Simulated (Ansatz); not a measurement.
# Br on Nb(110): change of the work function, part 2 of 5

Wanted: Δφ(θ) for Br/Nb(110), starting from the longbridge site.

Ansatz 0.2.0; plane-wave DFT, PBE, Ansatz PAW.

So far, work function, upper face (eV): step 2 (the clean slab) 4.49.

### Step 3. Adsorbate added, k-mesh 6×6×1, coverage 0.25 ML

System of this step: Br/Nb(110). The cell holds 17 atoms: 16 Nb and 1 Br. Its edges and angles: a = 5.716 Å, b = 5.716 Å, c = 27.417 Å, α = 90.0°, β = 90.0°, γ = 70.5°. Vacuum lies along c.

The clean slab as it ended is repeated in the plane and the adsorbate is set on one face; the cell's size fixes the coverage, and the k-mesh shrinks with it to keep the sampling density about even. Adsorbate and upper layers relax, since the dipole depends on the height.

The input, input.yaml:

```yaml
crystal:
  lattice:
    - [4.6669047558, -3.3, 0.0]
    - [4.6669047558, 3.3, 0.0]
    - [0.0, 0.0, 27.4169313467]
  atoms:
    - { symbol: Nb, position: [0.0, 0.0, 0.3282643081] }
    - { symbol: Nb, position: [0.25, 0.25, 0.4133742116] }
    - { symbol: Nb, position: [0.0, 0.0, 0.4995550182] }
    - { symbol: Nb, position: [0.25, 0.25, 0.5811379145] }
    - { symbol: Nb, position: [0.0, 0.5, 0.3282643081] }
    - { symbol: Nb, position: [0.25, 0.75, 0.4133742116] }
    - { symbol: Nb, position: [0.0, 0.5, 0.4995550182] }
    - { symbol: Nb, position: [0.25, 0.75, 0.5811379145] }
    - { symbol: Nb, position: [0.5, 0.0, 0.3282643081] }
    - { symbol: Nb, position: [0.75, 0.25, 0.4133742116] }
    - { symbol: Nb, position: [0.5, 0.0, 0.4995550182] }
    - { symbol: Nb, position: [0.75, 0.25, 0.5811379145] }
    - { symbol: Nb, position: [0.5, 0.5, 0.3282643081] }
    - { symbol: Nb, position: [0.75, 0.75, 0.4133742116] }
    - { symbol: Nb, position: [0.5, 0.5, 0.4995550182] }
    - { symbol: Nb, position: [0.75, 0.75, 0.5811379145] }
    - { symbol: Br, position: [0.0, 0.0, 0.6717356919] }
kpoints:
  mp_grid: { grid: [6, 6, 1] }
hamiltonian:
  xc: pbe
scf:
  occupations: { method: fermi_dirac, width: 0.1 }
  convergence: { dr2_threshold: 1.0e-08 }
efield:
  axis: 3
  dipole_correction: true
  ramp_position: 0.97
  ramp_width: 0.06
relax:
  f_tol: 0.02
  max_steps: 60
  constraints: [{ sites: [0, 1, 4, 5, 8, 9, 12, 13] }]
output:
  bader: true
  dos: { projected: true, e_range: [-8, 4] }
  write_potential: true
  write_density: true
  volumetric_format: npy
  elf: true
```

Command:

```
$ ansatz run input.yaml --threads 4 --pin off --max-ram 6144MiB --backend cpu --events-out ev --progress --plain --runs-dir out
```

Numbers of over 12 decimals in the logs are rounded to 6 here.

Output:

```text
[...]
Crystal: 17 atoms, lattice volume = 844.485 Å³
Basis set: ecut = 420 eV, 16523 PW (Γ), exchange–correlation on 80×80×384 points (8 copies of the dense FFT grid, shifted against one another)
Bands: 129, of which v1, the nominal top of the filled ones, is band 108 counted from 1 (107 counted from 0)
Symmetry: 4 space group operations
[...]
k-points: 13 of 36
[...]
SCF iter   1: F=—  HF=-75614.944572 eV  |F-HF|=—  |Δ(HF+E_count)|=         —  Δρ=1.09e-2  dr2=2.20e1  ethr=1.77e-3  p=-0.029 e·Å  D=-6.22e-3 V/Å  ΔV_dip=0.17 eV  dr2_dipole=3.27e0  V_vac-E_F(+/−)=4.92/4.75 eV  ⟨swp⟩=9.3  Hψ=8372  notcnv=0
[...]
SCF iter   9: F=-75614.368115 eV  HF=-75614.368115 eV  |F-HF|=1.46e-8  |Δ(HF+E_count)|=   9.43e-8  Δρ=6.83e-7  dr2=7.06e-9  ethr=4.65e-12  p=-0.034 e·Å  D=-7.26e-3 V/Å  ΔV_dip=0.20 eV  dr2_dipole=3.24e-10  V_vac-E_F(+/−)=4.72/4.52 eV  ⟨swp⟩=13.1  Hψ=12860  notcnv=0
SCF 1 converged in 9 iterations: F = -75614.368115 eV  dr2 = 7.06e-9
[...]
relax step   1: F+E_penalty+E_count = -75614.36811494 eV  Δ(F+E_penalty+E_count) = +0.000e0 eV  max|allowed force component| = 1.562e0 eV/Å  Δτ_max = 0.0000 Å  (9 SCF iters, accepted)
[...]
SCF iter  10: F=-75614.783510 eV  HF=-75614.783510 eV  |F-HF|=5.50e-9  |Δ(HF+E_count)|=   1.10e-8  Δρ=3.01e-7  dr2=1.45e-9  ethr=4.65e-12  p=0.031 e·Å  D=6.70e-3 V/Å  ΔV_dip=-0.18 eV  dr2_dipole=8.20e-11  V_vac-E_F(+/−)=4.34/4.52 eV  ⟨swp⟩=11.7  Hψ=12285  notcnv=0
SCF 2 converged in 10 iterations: F = -75614.783510 eV  dr2 = 1.45e-9
relax step   2: F+E_penalty+E_count = -75614.78351031 eV  Δ(F+E_penalty+E_count) = -4.154e-1 eV  max|allowed force component| = 9.729e-1 eV/Å  Δτ_max = 0.1948 Å  (10 SCF iters, accepted)
SCF iter   1: F=—  HF=-75614.909421 eV  |F-HF|=—  |Δ(HF+E_count)|=         —  Δρ=3.00e-3  dr2=2.85e-1  ethr=2.26e-3  p=0.031 e·Å  D=6.70e-3 V/Å  ΔV_dip=-0.18 eV  dr2_dipole=1.15e-2  V_vac-E_F(+/−)=4.34/4.53 eV  ⟨swp⟩=4.6  Hψ=4003  notcnv=0
[...]
SCF iter   9: F=-75614.877116 eV  HF=-75614.877116 eV  |F-HF|=5.63e-9  |Δ(HF+E_count)|=   2.96e-8  Δρ=2.72e-7  dr2=1.26e-9  ethr=4.65e-12  p=0.069 e·Å  D=1.47e-2 V/Å  ΔV_dip=-0.40 eV  dr2_dipole=2.48e-10  V_vac-E_F(+/−)=4.12/4.52 eV  ⟨swp⟩=13.5  Hψ=12572  notcnv=0
SCF 3 converged in 9 iterations: F = -75614.877116 eV  dr2 = 1.26e-9
[...]
relax step   3: F+E_penalty+E_count = -75614.87711625 eV  Δ(F+E_penalty+E_count) = -9.361e-2 eV  max|allowed force component| = 2.854e-1 eV/Å  Δτ_max = 0.1949 Å  (9 SCF iters, accepted)
[...]
relax step   4: F+E_penalty+E_count = -75614.89041731 eV  Δ(F+E_penalty+E_count) = -1.330e-2 eV  max|allowed force component| = 1.457e-1 eV/Å  Δτ_max = 0.0660 Å  (9 SCF iters, accepted)
[...]
relax step   5: F+E_penalty+E_count = -75614.89357254 eV  Δ(F+E_penalty+E_count) = -3.155e-3 eV  max|allowed force component| = 2.779e-2 eV/Å  Δτ_max = 0.0226 Å  (7 SCF iters, accepted)
SCF iter   1: F=—  HF=-75614.893691 eV  |F-HF|=—  |Δ(HF+E_count)|=         —  Δρ=1.31e-4  dr2=4.52e-4  ethr=1.61e-6  p=0.067 e·Å  D=1.43e-2 V/Å  ΔV_dip=-0.39 eV  dr2_dipole=1.11e-5  V_vac-E_F(+/−)=4.13/4.53 eV  ⟨swp⟩=3.0  Hψ=2691  notcnv=0
[...]
SCF iter   6: F=-75614.893672 eV  HF=-75614.893672 eV  |F-HF|=1.36e-8  |Δ(HF+E_count)|=   4.32e-8  Δρ=5.30e-7  dr2=4.37e-9  ethr=4.65e-12  p=0.068 e·Å  D=1.45e-2 V/Å  ΔV_dip=-0.40 eV  dr2_dipole=3.12e-11  V_vac-E_F(+/−)=4.13/4.53 eV  ⟨swp⟩=9.5  Hψ=13172  notcnv=0
SCF 6 converged in 6 iterations: F = -75614.893672 eV  dr2 = 4.37e-9
relax step   6: F+E_penalty+E_count = -75614.89367205 eV  Δ(F+E_penalty+E_count) = -9.951e-5 eV  max|allowed force component| = 6.305e-3 eV/Å  Δτ_max = 0.0041 Å  (6 SCF iters, accepted)
NSCF: frozen V_eff on 13 k-points
[...]
SCF converged after 6 iterations
Free energy (F): -75614.893672 eV
[...]
Internal energy: -75614.221347 eV  (E = F + TS)
E sigma→0 (E₀):  -75614.557510 eV
Entropy (-TS):   -0.672325 eV (-39.549 meV/atom)
Fermi energy:    3.702039 eV
Dipole field:    D = 0.014518 V/Å  (p = 0.067753 e·Å, saw-weighted, corrected)
Work function:   Φ+ = 4.1276 eV   Φ− = 4.5256 eV
[...]
--- Forces (eV/Å), atoms counted from 1 ---
  atom   1  Nb     0.00000000     0.00000000     0.38607264
  atom   2  Nb    -0.01911367     0.00000000    -0.23582110
  atom   3  Nb     0.00000000     0.00000000    -0.00430463
  atom   4  Nb     0.00465778     0.00000000     0.00008794
  atom   5  Nb     0.00000000     0.00000000     0.28238884
  atom   6  Nb     0.00000000     0.07927097    -0.38682297
  atom   7  Nb     0.00000000     0.00000000    -0.00083397
  atom   8  Nb     0.00000000    -0.00323519    -0.00191469
  atom   9  Nb     0.00000000     0.00000000     0.28238884
  atom  10  Nb     0.00000000    -0.07927097    -0.38682297
  atom  11  Nb     0.00000000     0.00000000    -0.00083397
  atom  12  Nb     0.00000000     0.00323519    -0.00191469
  atom  13  Nb     0.00000000     0.00000000     0.29900770
  atom  14  Nb     0.01911367     0.00000000    -0.23582110
  atom  15  Nb     0.00000000     0.00000000    -0.00120626
  atom  16  Nb    -0.00465778     0.00000000     0.00008794
  atom  17  Br     0.00000000     0.00000000     0.00630534
  max |Σ_I F_I| component: 4.29e-5 eV/Å
--- Band table (eV; the first three rows and the last of 13) ---
  k-point 0: bands = [... 104 lower, 3.8774, 3.9086, 3.9935, 4.0993, 4.3745, 4.4530, 5.2446, 5.2451, ... 17 higher]
  k-point 1: bands = [... 104 lower, 3.6967, 3.7502, 3.9056, 3.9651, 4.2016, 4.4681, 4.7159, 4.8602, ... 17 higher]
  k-point 2: bands = [... 104 lower, 3.4231, 3.4394, 3.5007, 3.5938, 3.8642, 4.0244, 4.0563, 4.0841, ... 17 higher]
  k-point 12: bands = [... 104 lower, 3.6137, 3.6824, 3.7131, 3.8564, 3.8611, 3.8690, 3.8814, 3.8869, ... 17 higher]
--- Relaxed structure (6 steps of the walk, 6 accepted, 0 SCFs on fresh bases) ---
  F+E_penalty+E_count = -75614.89367205 eV   max|allowed force component| = 6.305e-3 eV/Å
  atoms:
    - { symbol: Nb, position: [0.0, 0.0, 0.3282643081] }
    - { symbol: Nb, position: [0.25, 0.25, 0.4133742116] }
    - { symbol: Nb, position: [0.0, 0.0, 0.500573] }
    - { symbol: Nb, position: [0.254681, 0.254681, 0.581945] }
    - { symbol: Nb, position: [0.0, 0.5, 0.3282643081] }
    - { symbol: Nb, position: [0.25, 0.75, 0.4133742116] }
    - { symbol: Nb, position: [0.0, 0.5, 0.499756] }
    - { symbol: Nb, position: [0.265941, 0.734059, 0.583096] }
    - { symbol: Nb, position: [0.5, 0.0, 0.3282643081] }
    - { symbol: Nb, position: [0.75, 0.25, 0.4133742116] }
    - { symbol: Nb, position: [0.5, 0.0, 0.499756] }
    - { symbol: Nb, position: [0.734059, 0.265941, 0.583096] }
    - { symbol: Nb, position: [0.5, 0.5, 0.3282643081] }
    - { symbol: Nb, position: [0.75, 0.75, 0.4133742116] }
    - { symbol: Nb, position: [0.5, 0.5, 0.496905] }
    - { symbol: Nb, position: [0.745319, 0.745319, 0.581945] }
    - { symbol: Br, position: [0.0, 0.0, 0.656850] }
--- Bader charges: 17 sites ---
  site symbol  charge [e]  shift [e]
     0     Nb     -0.0792     0.0000
     1     Nb      0.0896     0.0000
     2     Nb      0.0944     0.0000
     3     Nb      0.0383     0.0000
     4     Nb     -0.0905     0.0000
     5     Nb      0.0733     0.0000
     6     Nb      0.0940     0.0000
     7     Nb      0.1119     0.0001
     8     Nb     -0.0905     0.0000
     9     Nb      0.0734     0.0000
    10     Nb      0.0940     0.0000
    11     Nb      0.1119     0.0001
    12     Nb     -0.0879     0.0000
    13     Nb      0.0896     0.0000
    14     Nb      0.0706     0.0000
    15     Nb      0.0383     0.0000
    16     Br     -0.6312     0.0002
  estimated error of the sums over rays = 8.4e-4 e
```

Run time: 3.4 min. Hardware: 4 threads of AMD EPYC 7R43, shared host; peak memory 3 GiB; 13 min of CPU time.

This run has no spin polarisation although its electron count is odd.

The steps of the relaxation:

```csv
step,energy less that of the first step (eV),largest force component (eV/Å)
1,0.0000,1.5623
2,-0.4154,0.9729
3,-0.5090,0.2854
4,-0.5223,0.1457
5,-0.5255,0.0278
6,-0.5256,0.0063
```

The run keeps the 4 symmetry operations that it works with, so distortions that break them were not tested.

The atoms that moved most (Å):

```csv
atom,dx,dy,dz,length
Br17,0.000,0.000,-0.408,0.408
Nb8,0.000,-0.105,0.054,0.118
Nb12,0.000,0.105,0.054,0.118
Nb15,0.000,0.000,-0.073,0.073
Nb4,0.044,0.000,0.022,0.049
Nb16,-0.044,0.000,0.022,0.049
Nb3,0.000,0.000,0.028,0.028
Nb11,0.000,0.000,0.006,0.006
```

The relaxed structure:

```cif
data_structure
_symmetry_space_group_name_H-M 'P 1'
_symmetry_Int_Tables_number 1
_cell_length_a 5.7158
_cell_length_b 5.7158
_cell_length_c 27.4169
_cell_angle_alpha 90.000
_cell_angle_beta 90.000
_cell_angle_gamma 70.529
_cell_volume 844.48
loop_
_atom_site_label
_atom_site_type_symbol
_atom_site_fract_x
_atom_site_fract_y
_atom_site_fract_z
_atom_site_occupancy
Nb1 Nb 0.00000 0.00000 0.32826 1
Nb2 Nb 0.25000 0.25000 0.41337 1
Nb3 Nb 0.00000 0.00000 0.50057 1
Nb4 Nb 0.25468 0.25468 0.58194 1
Nb5 Nb 0.00000 0.50000 0.32826 1
Nb6 Nb 0.25000 0.75000 0.41337 1
Nb7 Nb 0.00000 0.50000 0.49976 1
Nb8 Nb 0.26594 0.73406 0.58310 1
Nb9 Nb 0.50000 0.00000 0.32826 1
Nb10 Nb 0.75000 0.25000 0.41337 1
Nb11 Nb 0.50000 0.00000 0.49976 1
Nb12 Nb 0.73406 0.26594 0.58310 1
Nb13 Nb 0.50000 0.50000 0.32826 1
Nb14 Nb 0.75000 0.75000 0.41337 1
Nb15 Nb 0.50000 0.50000 0.49690 1
Nb16 Nb 0.74532 0.74532 0.58194 1
Br17 Br 0.00000 0.00000 0.65685 1
```

Numbers from this step:

- energy at zero smearing: -75614.5575 eV
- work function, upper face: 4.128 eV
- work function, lower face: 4.526 eV
- dipole along the normal: 0.06775 e·Å
- step between the vacuum levels: -0.3980 eV

Running mean over 2.333 Å of the planar mean; the ramp of the sawtooth is left out. Table of electron's electrostatic potential energy less the Fermi level by z:

z (Å), electron's electrostatic potential energy less the Fermi level (eV) and a bar from the least value:
```
      3.5        4.5 ##############################
      4.0        4.5 ##############################
      4.5        4.5 ##############################
      5.0        4.5 ##############################
      5.5        4.5 ##############################
      6.0        4.3 ##############################
      6.5        3.9 #############################
      7.0        2.8 ###########################
      7.5       -0.6 ####################
      8.0       -5.9 ##########
      8.5       -9.9 ###
      9.0      -11.1 #
      9.5      -11.1 #
     10.0      -11.0 #
     10.5      -10.9 #
     11.0      -10.9 #
     11.5      -10.9 #
     12.0      -10.8 #
     12.5      -10.7 #
     13.0      -10.8 #
     13.5      -10.9 #
     14.0      -11.0 #
     14.5      -11.4 
     15.0      -11.5 
     15.5      -11.4 
     16.0      -11.3 
     16.5      -10.5 ##
     17.0       -7.6 #######
     17.5       -3.2 ################
     18.0       -0.2 #####################
     18.5        0.9 #######################
     19.0        2.1 #########################
     19.5        3.3 ############################
     20.0        4.0 #############################
     20.5        4.1 #############################
     21.0        4.1 #############################
     21.5        4.1 #############################
     22.0        4.1 #############################
     22.5        4.1 #############################
     23.0        4.1 #############################
     23.5        4.1 #############################
     24.0        4.1 #############################
```

The density of states has structure finer than the step of the table below, so its rows give means over 0.25 eV, whole bins alone (the curve runs from -8 to 1.5 eV). Peaks (eV: height): -2.500: 26.7, -1.380: 44.1, -1.170: 30.4, -0.930: 29.6, -0.600: 34.3, -0.450: 34.7, -0.210: 28.8.

The density of states by energy, zero at the Fermi level; means over each step:

```csv
energy (eV),density of states (states/eV a cell)
-6.00,0
-5.75,1.20
-5.50,3.80
-5.25,3.53
-5.00,12.2
-4.75,5.24
-4.50,1.28
-4.25,2.32
-4.00,2.71
-3.75,3.60
-3.50,7.08
-3.25,18.1
-3.00,16.1
-2.75,21.3
-2.50,24.1
-2.25,19.9
-2.00,14.6
-1.75,11.2
-1.50,31.4
-1.25,29.6
-1.00,23.2
-0.75,21.6
-0.50,29.8
-0.25,25.0
0.00,20.9
0.25,16.9
0.50,11.4
0.75,13.2
1.00,11.9
1.25,14.0
```

Projected DOS per atom over height of the atomic layer and energy from the Fermi level. Layers: Nb4 Nb4 Nb4 Nb4 Br from below.

Values in states/eV, 22 rows by 5 columns, each cell a mean:
```
1.1 0.6 0.6 1.0 0.2
0.9 0.5 0.5 0.9 0.1
1.1 0.5 0.5 0.9 0.1
1.5 1.1 1.1 1.4 0.1
2.3 1.4 1.4 1.7 0.1
1.6 1.2 1.2 1.5 0.2
1.9 2.0 1.8 1.7 0.2
0.9 1.1 1.1 1.0 0.1
1.1 1.0 1.1 1.2 0.3
1.4 1.5 1.5 1.4 0.3
0.8 1.4 1.3 0.7 0.2
0.5 0.7 0.8 0.4 0.1
0.2 0.2 0.2 0.1 0.1
0.1 0.2 0.1 0.0 0.1
0.0 0.1 0.1 0.3 4.4
0.0 0.1 0.1 0.4 4.5
0.0 0.0 0.1 0.2 1.4
0.0 0.0 0.0 0.0 0.0
0.0 0.0 0.0 0.0 0.0
0.0 0.0 0.0 0.0 0.0
0.0 0.0 0.0 0.0 0.0
0.0 0.0 0.0 0.0 0.0
```
Columns: height of the atomic layer (Å) from 9 to 18.0 (not evenly spaced); rows upwards: energy from the Fermi level (eV) from -7.96 to 1.45.

ELF in the ca plane at fractional y = 0.000, with atoms of Nb and Br within 0.2 Å of it. It is the smooth field of the valence electrons, not physical close to the nuclei.

Ten even steps from '0' (0.00) to '9' (0.89), each cell a mean:
```
57634433432675762353238820499741000000000000
86334433442367632443226988998631000000000000
33344323454223223443224789986420000000000000
33454323355432235433222356653200000000000000
33344323444233223433332211111000000000000000
76334433442377632433333210000000000000000000
57634533432675762344345421000000000000000000
37634544432763772344445421000000000000000000
77424433432577752343344320000000000000000000
64234333443245423433333211000000000000000000
33344323455322234433322233332100000000000000
33344323455322234443222578875310000000000000
64234323443245422443225899997521000000000000
78424433442588852443237964799741000000000000
27634544432762672354248710299741000000000000
```
Columns run along c (16.0 Å, from fractional 0.33 to 0.91 of the cell), rows up along a (5.7 Å). Atoms in or near the plane, at fractional coordinates: Nb at (0.33, 0.00), Nb at (0.50, 0.00), Nb at (0.33, 0.50), Nb at (0.50, 0.50), Br at (0.66, 0.00).

Electrostatic potential energy in the ca plane at fractional y = 0.000, with atoms of Nb and Br within 0.2 Å of it. With pseudopotentials it is smooth inside the atoms' cores, unlike the true potential.

Ten even steps from '0' (-71 eV) to '9' (8 eV), each cell a mean:
```
01589999998400048999998400169999999999999999
35799999999743479999999743589999999999999999
78999999999987899999999988999999999999999999
99999999999999999999999999999999999999999999
78999999999987899999999999999999999999999999
34799999999743479999999999999999999999999999
01589999998400158999999999999999999999999999
00489999998400048999999999999999999999999999
12689999998521268999999999999999999999999999
56899999999866689999999999999999999999999999
89999999999988899999999999999999999999999999
89999999999988899999999999999999999999999999
66899999999866689999999876799999999999999999
12689999998621258999998620279999999999999999
00489999998400048999998300059999999999999999
```
Columns run along c (16.0 Å, from fractional 0.33 to 0.91 of the cell; values clipped at the 3rd and 97th percentile), rows up along a (5.7 Å). Atoms in or near the plane, at fractional coordinates: Nb at (0.33, 0.00), Nb at (0.50, 0.00), Nb at (0.33, 0.50), Nb at (0.50, 0.50), Br at (0.66, 0.00).

Valence density in the ca plane at fractional y = 0.000, with atoms of Nb and Br within 0.2 Å of it. It is the smooth field of the valence electrons, not physical close to the nuclei.

Ten steps, logarithmic in the rise over the least value, from '0' (0.0 e/Å³) to '9' (5.0 e/Å³), each cell a mean:
```
99743333334799974333335665664200000000000000
87543333334578764333334566653100000000000000
55433343333455543333333455432000000000000000
44333344333344433333332222210000000000000000
55433343333455543333332211100000000000000000
87543333334688854333332110000000000000000000
99743333334799974333322110000000000000000000
99853333335899985333322110000000000000000000
98643333334799964333332110000000000000000000
76433333333567643333332111000000000000000000
44333344333344433333332222110000000000000000
44333344333344433333333344321000000000000000
76433333333467643333334566542100000000000000
99643333334799974333335666663100000000000000
99853333334899985333335653664200000000000000
```
Columns run along c (16.0 Å, from fractional 0.33 to 0.91 of the cell), rows up along a (5.7 Å). Atoms in or near the plane, at fractional coordinates: Nb at (0.33, 0.00), Nb at (0.50, 0.00), Nb at (0.33, 0.50), Nb at (0.50, 0.50), Br at (0.66, 0.00).

The relaxation took 6 steps and lowered the energy by 0.53 eV; the largest force on the free atoms ends at 0.0063 eV/Å.

By hand: a sheet of dipoles makes a step −p/(ε₀A) in the electron's potential. With e/ε₀ = 180.95 V·Å, p = 0.06775 e·Å and A = 30.80 Å², that is −180.95 × (0.06775) / 30.80 = -0.398 eV, and the two vacuum levels of the run differ by -0.398 eV.

The covered face has 4.13 eV, -0.36 eV against the clean one; the bare back face has moved by -0.01 eV, a measure of how thin the slab is.

(Continued in part 3 of 5.)

[Logs are printed without paths, hosts, clocks, repeated set-up lines and the standing remarks that a program may print on its own settings, such as how far it seeks lower states.]

[Hosts, paths, dates, database ids (printed as entryN), source tags and the programs' standing remarks are cut or masked in the printed files.]

[Maps of the electrostatic potential energy from Ansatz leave out the sawtooth potential of an applied field or a dipole correction, so their vacuum need not be flat; planar profiles and work functions include it.]

[The density of states shown here was stored with 400 of the rows of the run's finer table, so its peaks can read low, often by over a quarter, or be missed, and its means over a window can be off by a tenth or more.]
